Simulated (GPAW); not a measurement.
# Ballistic transport through a C chain with an Ag atom bridging one bond, cheap and dear, part 2 of 2

Wanted: the zero-bias transmission of a C chain with an Ag atom bridging one bond on a ladder of levels, with run times.

GPAW 26.7.0; GPAW LCAO, PAW setups; Landauer transmission from Green's functions with principal layers (ASE), zero bias.

So far, transmission at the Fermi level (one spin): step 2 (double-zeta polarised basis, PBE, GPAW) 1.91; step 3 (basis szp(dzp), PBE, GPAW) 1.89; step 4 (basis sz(dzp), PBE, GPAW) 1.87; step 5 (RPBE) 1.91.

## 8. Potential alignment off, smearing 0.2, temperature 1000

Without the shift, lead and junction are matched by their Fermi levels alone. Smearing helps the SCF of a metal converge, but it blurs occupations at band edges near the Fermi level. Temperature enters only through the Fermi window.

This step: GPAW LCAO, PAW setups; Landauer transmission from Green's functions with principal layers (ASE), zero bias (GPAW 26.7.0).

Input file run.py:

```python
import json
import numpy as np
from ase import Atoms
from ase.transport.calculators import TransportCalculator
from gpaw import GPAW, FermiDirac
from gpaw.lcao.tools import get_lcao_hamiltonian
from scipy.linalg import eigh

# The junction with lead layers at both ends, along the third cell vector
device = Atoms(
    ['C', 'C', 'C', 'C', 'C', 'C', 'Ag', 'C', 'C', 'C', 'C', 'C', 'C'],
    positions=[
        [4.50000, 4.50000, 0.64000],
        [4.50000, 4.50000, 1.92000],
        [4.50000, 4.50000, 3.20000],
        [4.50000, 4.50000, 4.48000],
        [4.50000, 4.50000, 5.76000],
        [4.50000, 4.50000, 7.04000],
        [6.26538, 4.50000, 7.78000],
        [4.50000, 4.50000, 8.52000],
        [4.50000, 4.50000, 9.80000],
        [4.50000, 4.50000, 11.08000],
        [4.50000, 4.50000, 12.36000],
        [4.50000, 4.50000, 13.64000],
        [4.50000, 4.50000, 14.92000]],
    cell=[[9.0, 0.0, 0.0], [0.0, 9.0, 0.0], [0.0, 0.0, 15.56]],
    pbc=True)

# One principal layer of the lead: the first 4 atoms of the device
lead = Atoms(
    ['C', 'C', 'C', 'C'],
    positions=[
        [4.50000, 4.50000, 0.64000],
        [4.50000, 4.50000, 1.92000],
        [4.50000, 4.50000, 3.20000],
        [4.50000, 4.50000, 4.48000]],
    cell=[[9.0, 0.0, 0.0], [0.0, 9.0, 0.0], [0.0, 0.0, 5.12]],
    pbc=True)

settings = dict(mode='lcao', basis='dzp', xc='PBE', h=0.2,
                occupations=FermiDirac(0.2), maxiter=250,
                mixer=dict(beta=0.1, nmaxold=8, weight=100.0),
                convergence=dict(density=0.0001))
energies = np.arange(-3, 3 + 1e-9, 0.075)
eta = 0.0001
n1, n2 = 1, 1
# k and -k transmit alike, so half of the mesh across the current serves
mesh = [(i, j) for i in range(n1) for j in range(n2) if (i, j) <= (-i % n1, -j % n2)]
weights = np.array([1 if (i, j) == (-i % n1, -j % n2) else 2 for i, j in mesh]) / (n1 * n2)

# [... helper functions left out ...]
fermi_lead = ground_state(lead, (1, 1, 22), 'lead.txt')
fermi_device = ground_state(device, (1, 1, 5), 'device.txt')
# [... loop over the mesh left out, but for ...]
        # Lead and device are aligned by their Fermi levels alone
        shift = 0.0
# [...]
kT = 8.617333e-5 * 1000
bias = [0.1, 0.2, 0.5, 1.0, 1.5, 2.0]
# [... integrals and printing left out ...]
```

The run is started by

```bash
$ OMP_NUM_THREADS=1 OPENBLAS_NUM_THREADS=1 python run.py
```

Elapsed: 23 s, on 1 thread of Arm Neoverse V2, shared host; peak memory 0.55 GiB.

This step gave:

```
conductance                                 : 1.903 G₀
largest misfit of the first principal layer : 0.2483 eV
shift that aligns the lead                  : 0 eV
transmission at the Fermi level (one spin)  : 1.911
```

One spin. The transmission, zone mean by energy, zero at the Fermi level:

energy (eV), transmission, zone mean and a bar from the least value:
```
    -3.00       1.70 ##################
    -2.77       1.75 #####################
    -2.55       1.79 #######################
    -2.40       1.81 ########################
    -2.17       1.83 #########################
    -1.95       1.84 ##########################
    -1.73       1.85 ###########################
    -1.57       1.86 ###########################
    -1.35       1.86 ###########################
    -1.12       1.87 ############################
    -0.90       1.88 ############################
    -0.75       1.88 ############################
    -0.53       1.89 #############################
    -0.30       1.90 #############################
    -0.07       1.91 ##############################
     0.00       1.91 ##############################
     0.07       1.91 ##############################
     0.30       1.88 ############################
     0.53       1.36 
     0.75       1.44 #####
     0.90       1.68 ##################
     1.12       1.78 #######################
     1.35       1.80 ########################
     1.57       1.81 ########################
     1.73       1.81 ########################
     1.95       1.80 ########################
     2.17       1.79 #######################
     2.40       1.78 #######################
     2.55       1.77 ######################
     2.77       1.76 ######################
     3.00       1.74 #####################
```

Not self-consistent under bias; the bias window is split evenly. Current through one cell, from the zero-bias transmission against bias:

| bias (V) | current through one cell, from the zero-bias transmission (μA) |
| --- | --- |
| 0.100 | 14.7 |
| 0.200 | 29.5 |
| 0.500 | 73.3 |
| 1.000 | 143 |
| 1.500 | 206 |
| 2.000 | 273 |

Transmission of the three most open eigenchannels against energy, zero at the Fermi level:

| energy (eV) | channel 1 | channel 2 | channel 3 |
| --- | --- | --- | --- |
| -3.0000 | 0.995 | 0.703 | 2.0e-11 |
| -2.7750 | 0.997 | 0.751 | 2.1e-11 |
| -2.4750 | 0.998 | 0.799 | 2.2e-11 |
| -2.2500 | 0.998 | 0.823 | 2.3e-11 |
| -2.0250 | 0.997 | 0.839 | 2.4e-11 |
| -1.7250 | 0.996 | 0.854 | 2.5e-11 |
| -1.5000 | 0.995 | 0.863 | 2.6e-11 |
| -1.2750 | 0.994 | 0.870 | 2.7e-11 |
| -0.9750 | 0.994 | 0.879 | 2.8e-11 |
| -0.7500 | 0.995 | 0.887 | 3.0e-11 |
| -0.5250 | 0.997 | 0.895 | 3.1e-11 |
| -0.2250 | 0.999 | 0.905 | 3.2e-11 |
| 0.0000 | 0.999 | 0.912 | 3.3e-11 |
| 0.2250 | 0.985 | 0.917 | 3.4e-11 |
| 0.5250 | 0.923 | 0.440 | 2.5e-11 |
| 0.7500 | 0.925 | 0.520 | 5.3e-11 |
| 0.9750 | 0.926 | 0.804 | 4.9e-11 |
| 1.2750 | 0.924 | 0.874 | 5.1e-11 |
| 1.5000 | 0.922 | 0.887 | 5.4e-11 |
| 1.7250 | 0.919 | 0.889 | 5.7e-11 |
| 2.0250 | 0.915 | 0.883 | 6.3e-11 |
| 2.2500 | 0.912 | 0.876 | 6.9e-11 |
| 2.4750 | 0.910 | 0.865 | 7.6e-11 |
| 2.7750 | 0.910 | 0.848 | 8.9e-11 |
| 3.0000 | 0.914 | 0.830 | 1.0e-10 |

With these changes, and at 1000 K in place of 300 K, the conductance is 1.90 G₀ against 1.91 in the dzp run; T at the Fermi level, which temperature doesn't enter, is 1.91 against 1.91.

## 9. K-points along the lead 4, smearing 0.025, broadening 1e-05

The lead's own mesh along the current sets its density and potential; where the lead is aligned to the junction's end layer, a rigid shift drops out. Smearing helps the SCF of a metal converge, but it blurs occupations at band edges near the Fermi level. The broadening keeps the Green's functions finite; too large a value absorbs electrons where channels are open and leaks them where none are.

Edit run.py of step 8 so:

```diff
@@ -40,3 +40,3 @@
 settings = dict(mode='lcao', basis='dzp', xc='PBE', h=0.2,
-                occupations=FermiDirac(0.2), maxiter=250,
+                occupations=FermiDirac(0.025), maxiter=250,
                 mixer=dict(beta=0.1, nmaxold=8, weight=100.0),
@@ -44,3 +44,3 @@
 energies = np.arange(-3, 3 + 1e-9, 0.075)
-eta = 0.0001
+eta = 1e-05
 n1, n2 = 1, 1
@@ -51,9 +51,9 @@
 # [... helper functions left out ...]
-fermi_lead = ground_state(lead, (1, 1, 22), 'lead.txt')
+fermi_lead = ground_state(lead, (1, 1, 4), 'lead.txt')
 fermi_device = ground_state(device, (1, 1, 5), 'device.txt')
 # [... loop over the mesh left out, but for ...]
-        # Lead and device are aligned by their Fermi levels alone
-        shift = 0.0
+        # Shift the lead onto the potential of the device's first layer
+        shift = ((H[:, 0, 0] - H0[:, 0, 0]) / S0[0, 0]).real.mean()
 # [...]
-kT = 8.617333e-5 * 1000
+kT = 8.617333e-5 * 300
 bias = [0.1, 0.2, 0.5, 1.0, 1.5, 2.0]
```

Run time: 21 s. Hardware: 1 thread; peak memory 0.55 GiB.

The run finished with changed settings (lead_nz = 4, width = 0.025 and eta = 1e-05); it serves as a test.

The two runs compared:

| quantity | this run | sound run | difference |
| --- | --- | --- | --- |
| conductance (G₀) | 1.8955 | 1.9073 | -0.0118 |
| largest coupling past the next principal layer (eV) | 1.025e-4 | 1.025e-4 | -1.5e-9 |
| largest misfit of the first principal layer (eV) | 0.17730 | 0.17714 | 1.6e-4 |
| shift that aligns the lead (eV) | -0.19079 | -0.11566 | -0.0751 |
| transmission at the Fermi level (one spin) | 1.8993 | 1.9085 | -0.00924 |

One result that differs is the shift that aligns the lead, -0.191 eV against -0.116 eV.

## 10. Outcome

| Quantity | Value |
| --- | --- |
| conductance | 1.91 G₀ |
| transmission at the Fermi level, mean of the spins | 1.91 |
| thermopower | about 0 (under 1.5 μV/K) |

What this shows: In the dzp basis the junction conducts 1.91 G₀ at 300 K, with T = 1.91 a spin at the Fermi level; the sz basis reaches that conductance within 10 %. At the Fermi level two eigenchannels carry the current (1.00 and 0.91). Measured against the first run (dzp), the nearest curve is that of dzp-RPBE (r.m.s. 0.014) and the farthest that of sz (0.24). Over the compared runs wall time goes from 12 s (sz) to 23 s (dzp), on a shared host. The geometry was built from estimated bond lengths and not relaxed, so the numbers describe this model structure. The run had no spin polarisation, so a magnetic state, which chains and small molecules with open shells often have, wasn't tested. The lead had to be shifted by -0.12 eV to meet the junction cell, whose ends are therefore not quite neutral; features of T(E) can be displaced by about as much. An evenly spaced straight chain is an idealisation: free chains tend to dimerise, zigzag or, where a band edge lies near the Fermi level, turn magnetic. The currents use the zero-bias T(E) throughout, which holds only while the bias is small against the distance to the nearest feature. The energy step is wider than the thermal energy, so the conductance and thermopower rest on interpolation of T(E).

[Logs are printed without paths, hosts, clocks, repeated set-up lines and the standing remarks that a program may print on its own settings, such as how far it seeks lower states.]

[Hosts, paths, dates, database ids (printed as entryN), source tags and the programs' standing remarks are cut or masked in the printed files.]
